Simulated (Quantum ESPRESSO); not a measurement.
# MnGe: parallel and opposed starts, part 2 of 2

A self-consistent run ends on one state, which hangs on the start. Several orders of MnGe are started in Quantum ESPRESSO and their energies compared.

Quantum ESPRESSO 7.5; LDA; plane waves with GBRV 1.5 LDA potentials, no spin-orbit coupling.

So far, largest spin moment in the atom's sphere (μB): step 2 (run 1 (ferro ++++)) 1.73.

### 3. Start 2: antiferro ++−−

pw.in

```
&CONTROL
  calculation = 'scf'
  prefix = 'pwscf'
  outdir = './tmp'
  pseudo_dir = './pseudo'
  disk_io = 'nowf'
/
&SYSTEM
  ibrav = 0
  nat = 8
  ntyp = 3
  ecutwfc = 40
  ecutrho = 280
  nbnd = 72
  occupations = 'smearing'
  smearing = 'fd'
  degauss = 0.00734986
  nspin = 2
  starting_magnetization(1) = 0.2333
  starting_magnetization(2) = -0.2333
  starting_magnetization(3) = 0
/
&ELECTRONS
  conv_thr = 1.6d-08
  electron_maxstep = 150
  mixing_beta = 0.3
/
ATOMIC_SPECIES
Mn1    54.9380 mn_lda_v1.5.uspp.F.UPF
Mn2    54.9380 mn_lda_v1.5.uspp.F.UPF
Ge     72.6300 ge_lda_v1.4.uspp.F.UPF
CELL_PARAMETERS angstrom
   4.7250030600    0.0000000000    0.0000000000
   0.0000000000    4.7250030600    0.0000000000
   0.0000000000    0.0000000000    4.7250030600
ATOMIC_POSITIONS crystal
Mn1     0.6371118200    0.1371118200    0.3628881800
Mn1     0.1371118200    0.3628881800    0.6371118200
Mn2     0.3628881800    0.6371118200    0.1371118200
Mn2     0.8628881800    0.8628881800    0.8628881800
Ge      0.3423633700    0.8423633700    0.6576366300
Ge      0.8423633700    0.6576366300    0.3423633700
Ge      0.6576366300    0.3423633700    0.8423633700
Ge      0.1576366300    0.1576366300    0.1576366300
K_POINTS automatic
6 6 6 0 0 0
```

Run with:

```console
$ OMP_NUM_THREADS=1 mpirun -n 4 pw.x -nk 4 -in pw.in > pw.out
```

Output:

```text
[banner, memory and clock lines left out]
Program PWSCF v.7.5 starts

     Message from routine setup:
     using ibrav=0 with symmetry is DISCOURAGED, use correct ibrav instead

     bravais-lattice index     =            0
     lattice parameter (alat)  =       8.9290  a.u.
     unit-cell volume          =     711.8736 (a.u.)^3
     number of atoms/cell      =            8
     number of atomic types    =            3
     number of electrons       =       116.00
     number of Kohn-Sham states=           72
     kinetic-energy cutoff     =      40.0000  Ry
     charge density cutoff     =     280.0000  Ry
     scf convergence threshold =      1.6E-08
     mixing beta               =       0.3000
     number of iterations used =            8  plain     mixing
     Exchange-correlation=  SLA  PZ   NOGX NOGC
                           (   1   1   0   0   0   0   0)

     celldm(1)=   8.928962  celldm(2)=   0.000000  celldm(3)=   0.000000
     celldm(4)=   0.000000  celldm(5)=   0.000000  celldm(6)=   0.000000

     crystal axes: (cart. coord. in units of alat)
               a(1) = (   1.000000   0.000000   0.000000 )
               a(2) = (   0.000000   1.000000   0.000000 )
               a(3) = (   0.000000   0.000000   1.000000 )

     reciprocal axes: (cart. coord. in units 2 pi/alat)
               b(1) = (  1.000000  0.000000  0.000000 )
               b(2) = (  0.000000  1.000000  0.000000 )
               b(3) = (  0.000000  0.000000  1.000000 )

     PseudoPot. # 1 for Mn read from file:
     mn_lda_v1.5.uspp.F.UPF
     Pseudo is Ultrasoft + core correction, Zval = 15.0

     PseudoPot. # 2 for Mn read from file:
     mn_lda_v1.5.uspp.F.UPF
     Pseudo is Ultrasoft + core correction, Zval = 15.0

     PseudoPot. # 3 for Ge read from file:
     ge_lda_v1.4.uspp.F.UPF
     Pseudo is Ultrasoft + core correction, Zval = 14.0

     atomic species   valence    mass     pseudopotential
     Mn1              15.00    54.93800     Mn( 1.00)
     Mn2              15.00    54.93800     Mn( 1.00)
     Ge               14.00    72.63000     Ge( 1.00)

     Starting magnetic structure
     atomic species   magnetization
     Mn1             0.233
     Mn2            -0.233
     Ge              0.000

      2 Sym. Ops. (no inversion) found ( 1 have fractional translation)

   Cartesian axes

     site n.     atom                  positions (alat units)
         1        Mn1    tau(   1) = (   0.6371118   0.1371118   0.3628882  )
         2        Mn1    tau(   2) = (   0.1371118   0.3628882   0.6371118  )
         3        Mn2    tau(   3) = (   0.3628882   0.6371118   0.1371118  )
         4        Mn2    tau(   4) = (   0.8628882   0.8628882   0.8628882  )
         5        Ge     tau(   5) = (   0.3423634   0.8423634   0.6576366  )
         6        Ge     tau(   6) = (   0.8423634   0.6576366   0.3423634  )
         7        Ge     tau(   7) = (   0.6576366   0.3423634   0.8423634  )
         8        Ge     tau(   8) = (   0.1576366   0.1576366   0.1576366  )

     number of k points=    80  Fermi-Dirac smearing, width (Ry)=  0.0073
                       cart. coord. in units 2pi/alat
        k(    1) = (   0.0000000   0.0000000   0.0000000), wk =   0.0046296
        k(    2) = (   0.0000000   0.0000000   0.1666667), wk =   0.0092593
        k(    3) = (   0.0000000   0.0000000   0.3333333), wk =   0.0092593
        k(    4) = (   0.0000000   0.0000000  -0.5000000), wk =   0.0046296
        k(    5) = (   0.0000000   0.1666667   0.1666667), wk =   0.0092593
        [... 75 further k-points ...]

     Dense  grid:    56259 G-vectors     FFT dimensions: (  48,  48,  48)

     Smooth grid:    24303 G-vectors     FFT dimensions: (  36,  36,  36)

     Check: negative core charge=   -0.000039
     Generating pointlists ...
     new r_m :   0.2106 (alat units)  1.8803 (a.u.) for type    1
     new r_m :   0.2106 (alat units)  1.8803 (a.u.) for type    2
     new r_m :   0.2106 (alat units)  1.8803 (a.u.) for type    3

     Initial potential from superposition of free atoms

     starting charge     113.9969, renormalised to     116.0000
     Starting wfcs are   88 randomized atomic wfcs

     Self-consistent Calculation

     iteration #  1     ecut=    40.00 Ry     beta= 0.30
     Davidson diagonalization with overlap
     ethr =  1.00E-02,  avg # of iterations =  2.0

     total energy              =   -1696.91526407 Ry
     estimated scf accuracy    <       1.87745470 Ry

     total magnetization       =     0.00 Bohr mag/cell
     absolute magnetization    =     9.52 Bohr mag/cell

     iteration #  2     ecut=    40.00 Ry     beta= 0.30
     Davidson diagonalization with overlap
     ethr =  1.62E-03,  avg # of iterations =  2.0

     total energy              =   -1697.07687304 Ry
     estimated scf accuracy    <       0.55548709 Ry

     total magnetization       =    -0.00 Bohr mag/cell
     absolute magnetization    =     9.87 Bohr mag/cell

     [... further iterations left out ...]

     iteration # 15     ecut=    40.00 Ry     beta= 0.30
     Davidson diagonalization with overlap
     ethr =  2.41E-10,  avg # of iterations =  1.1

     total energy              =   -1697.18446496 Ry
     estimated scf accuracy    <       0.00000007 Ry

     total magnetization       =     0.00 Bohr mag/cell
     absolute magnetization    =     5.20 Bohr mag/cell

     iteration # 16     ecut=    40.00 Ry     beta= 0.30
     Davidson diagonalization with overlap
     ethr =  6.02E-11,  avg # of iterations =  1.9

     Magnetic moment per site  (integrated on atomic sphere of radius R)
     atom   1 (R=0.211)  charge= 13.1943  magn=  1.1741
     atom   2 (R=0.211)  charge= 13.1943  magn=  1.1741
     atom   3 (R=0.211)  charge= 13.1943  magn= -1.1725
     atom   4 (R=0.211)  charge= 13.1943  magn= -1.1725
     atom   5 (R=0.211)  charge= 11.8006  magn=  0.0004
     atom   6 (R=0.211)  charge= 11.8006  magn=  0.0004
     atom   7 (R=0.211)  charge= 11.8006  magn= -0.0004
     atom   8 (R=0.211)  charge= 11.8006  magn= -0.0004

     End of self-consistent calculation

     Number of k-points >= 100: set verbosity='high' to print the bands.

     the Fermi energy is    15.9460 ev

!    total energy              =   -1697.18446497 Ry
     estimated scf accuracy    <          9.5E-09 Ry
     smearing contrib. (-TS)   =      -0.02248016 Ry
     internal energy E=F+TS    =   -1697.16198481 Ry

     The total energy is F=E-TS. E is the sum of the following terms:
     one-electron contribution =    -754.19231631 Ry
     hartree contribution      =     474.12325847 Ry
     xc contribution           =    -334.50437643 Ry
     ewald contribution        =   -1082.58855054 Ry

     total magnetization       =     0.00 Bohr mag/cell
     absolute magnetization    =     5.20 Bohr mag/cell

     convergence has been achieved in  16 iterations
```

Wall time 3.7 min (4 MPI ranks of Arm Neoverse V2, shared host); peak memory 1 GiB.

Spin moment in the atom's sphere by atom:

```
atom  spin moment in the atom's sphere (μB)
 Mn1                                   1.17
 Mn2                                   1.17
 Mn3                                  -1.17
 Mn4                                  -1.17
 Ge5                                   0.00
 Ge6                                   0.00
 Ge7                                   0.00
 Ge8                                   0.00
```

Read from the output:

| Quantity | Value |
| --- | --- |
| smearing term TS | 0.3059 eV |
| magnetization | 0 μB |
| absolute magnetization | 5.203 μB |
| final state | antiferromagnetic |

Spin density in the ac plane at fractional y = 0.137, with atoms of Mn and Ge within 0.2 Å of it.

Values in e/Å³, 14 rows by 14 columns, each cell a mean:
```
0.0 0.0 0.0 0.0 0.0 0.0 0.0 0.0 0.0 0.0 0.0 0.0 0.0 0.0
0.0 0.0 0.0 0.0 0.0 0.0 0.0 0.0 0.0 0.0 0.0 0.0 0.0 0.0
0.0 0.0 0.0 0.0 0.0 0.0 0.0 0.0 0.0 0.0 0.0 0.0 0.0 0.0
0.0 0.0 0.0 0.0 0.0 0.0 0.0 0.0 0.0 0.0 0.0 0.0 0.0 0.0
0.0 0.0 0.0 0.0 0.0 0.0 0.0 0.0 0.0 0.0 0.0 0.0 0.0 0.0
0.0 0.0 0.0 0.0 0.0 0.0 0.0 0.0 0.0 0.0 0.0 0.0 0.0 0.0
0.0 0.0 0.0 0.0 0.0 0.0 0.0 0.1 0.1 0.2 0.1 0.0 0.0 0.0
0.0 0.0 0.0 0.0 0.0 0.0 0.0 0.3 0.8 1.0 0.4 0.1 0.0 0.0
0.0 0.0 0.0 0.0 0.0 0.0 0.1 0.5 1.5 1.8 0.9 0.2 0.0 0.0
0.0 0.0 0.0 0.0 0.0 0.0 0.1 0.3 1.0 1.3 0.6 0.1 0.0 0.0
0.0 0.0 0.0 0.0 0.0 0.0 0.0 0.1 0.2 0.3 0.1 0.1 0.0 0.0
0.0 0.0 0.0 0.0 0.0 0.0 0.0 0.0 0.0 0.1 0.0 0.0 0.0 0.0
0.0 0.0 0.0 0.0 0.0 0.0 0.0 0.0 0.0 0.0 0.0 0.0 0.0 0.0
0.0 0.0 0.0 0.0 0.0 0.0 0.0 0.0 0.0 0.0 0.0 0.0 0.0 0.0
```
Columns run along a (4.7 Å), rows up along c (4.7 Å). Atoms in or near the plane, at fractional coordinates: Mn at (0.64, 0.36), Ge at (0.16, 0.16).

Valence density in the ac plane at fractional y = 0.137, with atoms of Mn and Ge within 0.2 Å of it. It is the smooth field of the valence electrons, not physical close to the nuclei.

Values in e/Å³, 14 rows by 14 columns, each cell a mean:
```
 0  0  0  0  0  0  0  0  0  0  0  0  0  0
 0  0  0  0  0  0  0  0  0  0  0  0  0  0
 0  0  0  0  0  0  0  0  0  0  0  0  0  0
 0  0  0  0  0  0  0  0  0  0  0  0  0  0
 0  0  0  0  0  0  0  0  0  0  0  0  0  0
 0  0  0  0  0  0  0  0  0  0  0  0  0  0
 0  0  0  0  0  0  0  1  1  2  1  0  0  0
 0  0  0  0  0  0  0  3 10 13  5  1  0  0
 0  0  0  0  0  0  1  5 16 16 10  1  0  0
 0  1  1  1  1  0  1  3 13 15  7  1  0  0
 1  6 14  6  1  0  0  1  3  3  1  0  0  0
 1 15 36 14  1  0  0  0  0  0  0  0  0  0
 1  6 15  6  1  0  0  0  0  0  0  0  0  0
 1  1  1  1  0  0  0  0  0  0  0  0  0  0
```
Columns run along a (4.7 Å), rows up along c (4.7 Å). Atoms in or near the plane, at fractional coordinates: Mn at (0.64, 0.36), Ge at (0.16, 0.16).

### 4. Start 3: ferri +++−

Edit pw.in of step 3 so:

```diff
@@ -13,3 +13,3 @@
   ecutrho = 280
-  nbnd = 72
+  nbnd = 76
   occupations = 'smearing'
@@ -38,3 +38,3 @@
 Mn1     0.1371118200    0.3628881800    0.6371118200
-Mn2     0.3628881800    0.6371118200    0.1371118200
+Mn1     0.3628881800    0.6371118200    0.1371118200
 Mn2     0.8628881800    0.8628881800    0.8628881800
```

Output:

```text
     [... lines left out ...]
Program PWSCF v.7.5 starts
     [... lines left out ...]
     number of atoms/cell      =            8
     [... lines left out ...]
     number of electrons       =       116.00
     number of Kohn-Sham states=           76
     kinetic-energy cutoff     =      40.0000  Ry
     charge density cutoff     =     280.0000  Ry
     scf convergence threshold =      1.6E-08
     [... lines left out ...]
      3 Sym. Ops. (no inversion) found
     [... lines left out ...]
     number of k points=    40  Fermi-Dirac smearing, width (Ry)=  0.0073
     [... lines left out ...]
     iteration # 80     ecut=    40.00 Ry     beta= 0.30
     [... lines left out ...]
     Magnetic moment per site  (integrated on atomic sphere of radius R)
     atom   1 (R=0.211)  charge= 13.1933  magn=  1.7329
     atom   2 (R=0.211)  charge= 13.1933  magn=  1.7329
     atom   3 (R=0.211)  charge= 13.1933  magn=  1.7329
     atom   4 (R=0.211)  charge= 13.1933  magn=  1.7328
     atom   5 (R=0.211)  charge= 11.8035  magn= -0.0701
     atom   6 (R=0.211)  charge= 11.8035  magn= -0.0701
     atom   7 (R=0.211)  charge= 11.8035  magn= -0.0701
     atom   8 (R=0.211)  charge= 11.8035  magn= -0.0701
     [... lines left out ...]
     the Fermi energy is    15.9973 ev
!    total energy              =   -1697.20076390 Ry
     estimated scf accuracy    <          7.6E-10 Ry
     smearing contrib. (-TS)   =      -0.01609234 Ry
     [... lines left out ...]
     total magnetization       =     6.73 Bohr mag/cell
     absolute magnetization    =     7.75 Bohr mag/cell
     convergence has been achieved in  80 iterations
```

Wall time 12 min (4 MPI ranks); peak memory 0.85 GiB; 47 min of CPU time.

Spin moment in the atom's sphere by atom:

```
atom  spin moment in the atom's sphere (μB)
 Mn1                                   1.73
 Mn2                                   1.73
 Mn3                                   1.73
 Mn4                                   1.73
 Ge5                                  -0.07
 Ge6                                  -0.07
 Ge7                                  -0.07
 Ge8                                  -0.07
```

Numbers from this step:

```yaml
smearing_term_ts: 0.2189 eV
magnetization: 6.734 μB
absolute_magnetization: 7.755 μB
final_state: ferromagnetic
```

The typed signs were not kept.

### 5. The states side by side

An order is kept where moments of 0.15 μB or more survive with the typed signs; meshes match where a doubled cell samples the same k points as the first cell.

Orders:

```
         start        final state  typed order kept  energy over the lowest (meV a seeded atom)  largest site moment (μB)  net moment (μB a cell of the first run)  mesh matched  CPU time (s)
    ferro ++++      ferromagnetic               yes                                           0                     1.733                                    6.734           yes         273.5
antiferro ++--  antiferromagnetic               yes                                       55.44                     1.174                                 0.003227           yes         881.5
    ferri +++-      ferromagnetic                no                                           0                     1.733                                    6.734           yes          2837
```

### 6. Summary of results

```yaml
lowest_state_found: ferromagnetic (from ferro ++++ and ferri +++-)
largest_site_moment: 1.73 μB
next_state_with_moments: antiferromagnetic, 55.4 meV a seeded atom higher
```

What this shows: The smearing terms TS of the orders run from 55 to 76 meV a seeded atom, so the differences would change at a smaller width: an order with a larger TS is lowered more by the smearing. 1 start left the typed signs, so such an energy belongs to the state reached, not the one typed. This is the lowest of 3 collinear or spinless starts, no proof of the ground state. A computed site moment is spin alone and hangs on the region that is counted: the program's spheres do not touch and miss the tail of the moment. Measured moments hold any orbital part as well, and belong to the order of the sample, which need not be the order of this run. Energies are free energies at an electronic temperature of 1160 K, which lowers moments and differences where the moments are itinerant.

Computed beside measured:

| quantity | measured | in the sphere |
| --- | --- | --- |
| moment (Mn) (μB) | 1.83 | 1.73 (-5.3 %) |

Measured values from arxiv:1602.01756 (2016).

How well it matches: The moment is off by -5.3 %. No cell relaxation is part of this session.

[Logs and program files are shortened in this print: banners, set-up blocks, solver, clock and traceback lines can be left out without a mark of their own.]

[Logs are printed without paths, hosts, clocks, repeated set-up lines and the standing remarks that a program may print on its own settings, such as how far it seeks lower states.]

[Hosts, paths, dates, database ids (printed as entryN), source tags and the programs' standing remarks are cut or masked in the printed files.]

[Where a cell is said to come from a database of computed structures, the database is the Materials Project.]
